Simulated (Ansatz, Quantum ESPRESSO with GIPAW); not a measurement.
**19F and 23Na NMR of NaF (Villiaumite), calculated**

Wanted: NMR shieldings for each site of NaF (Villiaumite).

What was measured: 19F isotropic shift -224.2 ppm, in “NMR parameters in alkali, alkaline earth and rare earth fluorides from first principle calculations” (2011; arXiv:1105.1645). 19F isotropic shift -221 ppm, in “Calculation of NMR parameters in ionic solids by an improved self-consistent embedded cluster method” (Weber et al., Phys. Chem. Chem. Phys. 12, 583, 2010), quoting earlier work. Shifts are on the scales named with the reference lines below. The 23Na shift is 7.2 ppm against aqueous Na+, in “Influence of octahedral polymerization on 23Na and 27Al MAS NMR in alkali fluoroaluminates” (Dirken et al., American Mineralogist 77, 718, 1992).

Program: Quantum ESPRESSO with GIPAW 8.0dev (patched build). Level of theory: DFT, PBE, plane-wave PAW (pslibrary 1.0.0 recipes), scalar-relativistic, GIPAW; a patched development version of the program. Results are calculated unless marked as measured.

Most raw output is cut from this account.

### Step 1. The structure

Symmetry: Fm-3m, No. 225, cubic system. Conventional cell: a = 4.640 Å, b = 4.640 Å, c = 4.640 Å, α = 90.00°, β = 90.00°, γ = 90.00°. Na has 6 F at 2.32 Å nearest. Nearest to F lie 6 Na at 2.32 Å. Farther neighbours and most contacts between anions are not listed.

The cell is an entry of the Crystallography Open Database.

### Step 2. Ground state

First the ground state. The response equations take the occupied wavefunctions as exact, so conv_thr is set much tighter than for an energy. No empty states are asked for: the response is solved without them. The mesh has a spacing of 0.40 Å⁻¹ at most. The PAW files were made with ld1.x from the pslibrary 1.0.0 recipes, with GIPAW reconstruction switched on (the recipe of F slightly mended, as the packaged one fails to give a sound file).

Contents of scf.in:

```
&control
  calculation = 'scf'
  prefix = 'x'
  outdir = './tmp/'
  pseudo_dir = './'
/
&system
  ibrav = 0
  nat = 2
  ntyp = 2
  ecutwfc = 75
  ecutrho = 450
  nbnd = 8
/
&electrons
  conv_thr = 1.0d-10
  mixing_beta = 0.7
  electron_maxstep = 100
/
ATOMIC_SPECIES
  Na 22.990 Na.pbe-spn-kjpaw_psl.1.0.0-gipaw.UPF
  F 18.998 F.pbe-n-kjpaw_psl.1.0.0-gipaw.UPF
CELL_PARAMETERS angstrom
  0.00000000 2.32000000 2.32000000
  2.32000000 0.00000000 2.32000000
  2.32000000 2.32000000 0.00000000
ATOMIC_POSITIONS crystal
  Na 0.00000000 0.00000000 0.00000000
  F 0.50000000 0.50000000 0.50000000
K_POINTS automatic
  6 6 6 0 0 0
```

Started as:

```
$ mpirun -np 4 pw.x -nk 4 -in scf.in > scf.out
```

Elapsed: 4.3 s, on 4 MPI ranks of Arm Neoverse V1, shared host; peak memory 0.25 GiB; 17 s of CPU time.

It converged in 15 cycles to an estimated accuracy of 3e-11 Ry, on 16 irreducible k-points.

### Step 3. GIPAW: job nmr

A uniform field breaks periodicity, so gipaw.x applies it as a wave of small q and takes the limit. It solves for the first-order states, builds the induced current and gets the field at each nucleus by Biot–Savart; the PAW spheres add what the smooth waves miss near the nuclei. pawproj makes the reconstruction use the PAW data sets' own projectors.

Contents of nmr.in:

```
&inputgipaw
  job = 'nmr'
  prefix = 'x'
  tmp_dir = './tmp/'
  restart_mode = 'from_scratch'
  verbosity = 'low'
  q_gipaw = 0.01
  spline_ps = .true.
  conv_threshold = 1.0d-11
  use_nmr_macroscopic_shape = .false.
  pawproj(1) = .true.
  pawproj(2) = .true.
/
```

Started as:

```
$ mpirun -np 4 gipaw.x -in nmr.in > nmr.out
```

The job ended after 31 s (4 MPI ranks; peak memory 0.23 GiB).

The f-sum rule is met to 0.0019 of 12.7 (0.01 %). Converged shieldings require that this miss be small, but a small miss does not prove them.

From the symmetric part of each tensor, with principal values σ11 ≤ σ22 ≤ σ33: σ_iso is their mean, the span is σ33 − σ11 and the skew 3(σ_iso − σ22)/span. (gipaw.x prints an anisotropy in another convention.)

```csv
site,atom no.,atoms in cell,σ_iso (ppm),span (ppm),skew
Na,1,1,536.2,0.0,-
F,2,1,386.1,0.0,-
```

The macroscopic shape term is switched off. For a spherical sample the valence susceptibility of this run would add about 7 ppm to every site, a rough estimate, since the susceptibility converges slowly and lacks part of the PAW terms. Differences within the crystal don't depend on it, but shieldings of different compounds can't be compared to better than a few ppm without it.

Na and F sit on cubic site symmetry, where the tensor must be isotropic.

The quadrupolar nuclei (23Na) sit on sites where the field gradient vanishes by symmetry, so they have no quadrupolar coupling.

### Step 4. Sites, surroundings and shifts

Spectra are read against a reference compound, and shifts rise as shieldings fall. A slope other than one corrects for the functional's tendency to overstate or understate differences of shielding.

Shifts follow from reference lines fitted to measured solids with this functional and these files. 19F: δ = (116.8 − σ) / 1.164, zero at CFCl3, fitted to 6 measured values, from BaF2, CdF2, KF, LiF, MgF2 and ZnF2, with a scatter of 6.6 ppm r.m.s. (this compound left out) (CaF2 fall off this line, as semilocal functionals put their cations' empty d or f shells too low, and are left out), on σ without the shape term. Kinds of site that fitted badly were split off after the misses were seen, so the scatter is that of the points kept.

Covalently bonded atoms count as neighbours within 1.18 times the sum of their radii. Otherwise a cation's neighbours lie within 1.2 times its shortest bond (1.3 for large cations, each anion's radius taken off where they differ), and an anion's are the cations that count it.

```csv
site,atom no.,atoms in cell,surroundings,bonds (Å),δ_iso (ppm)
Na,1,1,NaF6,2.320,-
F,2,1,bound to Na6,2.320,-231.3
```

Simulated spectrum, 19F MAS at 100 kHz, 20 T (801.6 MHz), lines broadened by 2 ppm; rigid lattice, with dipolar and J couplings left out: a single narrow line at -231.3 ppm.

### Step 5. Other settings and structures

Each row names what was changed: another mesh tests the sampling of the zone; another functional shows how far the paramagnetic term hangs on the exchange-correlation form; another cutoff tests the basis.

Changes of σ_iso (ppm) against the run above (PBE, cutoffs 75 and 450 Ry, mesh 6×6×6, 2.3 min). Times are CPU times of pw.x and gipaw.x together, on 4 MPI ranks of Arm Neoverse V1, shared host; on a shared host they are rough.

```csv
run,CPU time,f-sum miss,Na,F
mesh 8×8×8,4.2 min,0.0019,+0.0,+0.1
LDA,2.4 min,0.0019,-10.1,-14.1
cutoffs 55 and 330 Ry (coarse on purpose),87 s,0.013,-2.6,+0.5
mesh 4×4×4 (coarse on purpose),81 s,0.0058,-0.6,-4.2
Wu-Cohen,2.6 min,0.0018,-1.2,-2.8
```

The largest move is -14.1 ppm, on F, from LDA.

### Step 6. A bad input

One more run, with a slip of the kind that is easily made.

nmr.in: that of step 3 with these lines changed.

```diff
@@ -6,3 +6,3 @@
   verbosity = 'low'
-  q_gipaw = 0.01
+  q_gipaw = 1.0d-05
   spline_ps = .true.
```

Elapsed: 29 s, on 4 MPI ranks; peak memory 0.24 GiB.

The run ends without an error, but the fault (a field wave vector far too short) moves σ_iso of Na by +42.9 ppm (both without the shape term); the f-sum rule is missed by 0.0019 electrons. Its numbers are not to be used. The result is a difference divided by q, so numerical noise grows.

### Step 7. Comparison with the measured values

```csv
quantity,site,measured,calculated,difference
19F isotropic shift (ppm),F,-224.2,-231.3,-7.1
19F isotropic shift (ppm),F,-221,-231.3,-10.3
```

Without a fitted line the measured shift still tests the calculation: for an exact theory σ + δ is one number for all compounds of a nucleus, up to the shape term, which is left out of σ and differs by some ppm between compounds.

```csv
"nucleus, site",σ_iso (ppm),measured δ (ppm),σ + δ (ppm),"σ + δ of other compounds, same level"
"23Na, Na",536.2,7.2,543.4,"NaCl 545.4, NaI 538.5"
```

### Step 8. What came out

| Property | Result |
| --- | --- |
| 19F shift | -231.3 ppm |
| 23Na shielding without shape term | 536.2 ppm |

**Reading.** 19F has one site (bound to Na6), with isotropic shift -231.3 ppm. For 23Na, σ + δ is 543.4 ppm here and 542.0 ppm on average over 2 other sites: with that reference and slope one the shift would be off by -1.4 ppm. Verdict on the shifts: 19F good, missed by 10.3 ppm at most, 1.6 times the scatter of its line. Going to mesh 8×8×8 changes no isotropic shielding by more than 0.14 ppm, so the main run is converged in that respect. A higher cutoff was not carried through on these files. The cheaper run with cutoffs 55 and 330 Ry takes about 60 % of the time and is off by 0.51 ppm on F, and by 2.7 ppm at most. The largest change with the functional is 14.1 ppm in absolute shielding; part of that drops out once each functional has its own reference line. This build of gipaw.x prints that it is not audited and that its numbers are no references by themselves. It also reports spline_ps as false although the input sets it; why was not traced.

[Logs are printed without paths, hosts, clocks, repeated set-up lines and the standing remarks that a program may print on its own settings, such as how far it seeks lower states.]

[Hosts, paths, dates, database ids (printed as entryN), source tags and the programs' standing remarks are cut or masked in the printed files.]

[Where no reference line passes its bar on scatter, no shift is given, so a measured shift of this compound may stand uncompared.]
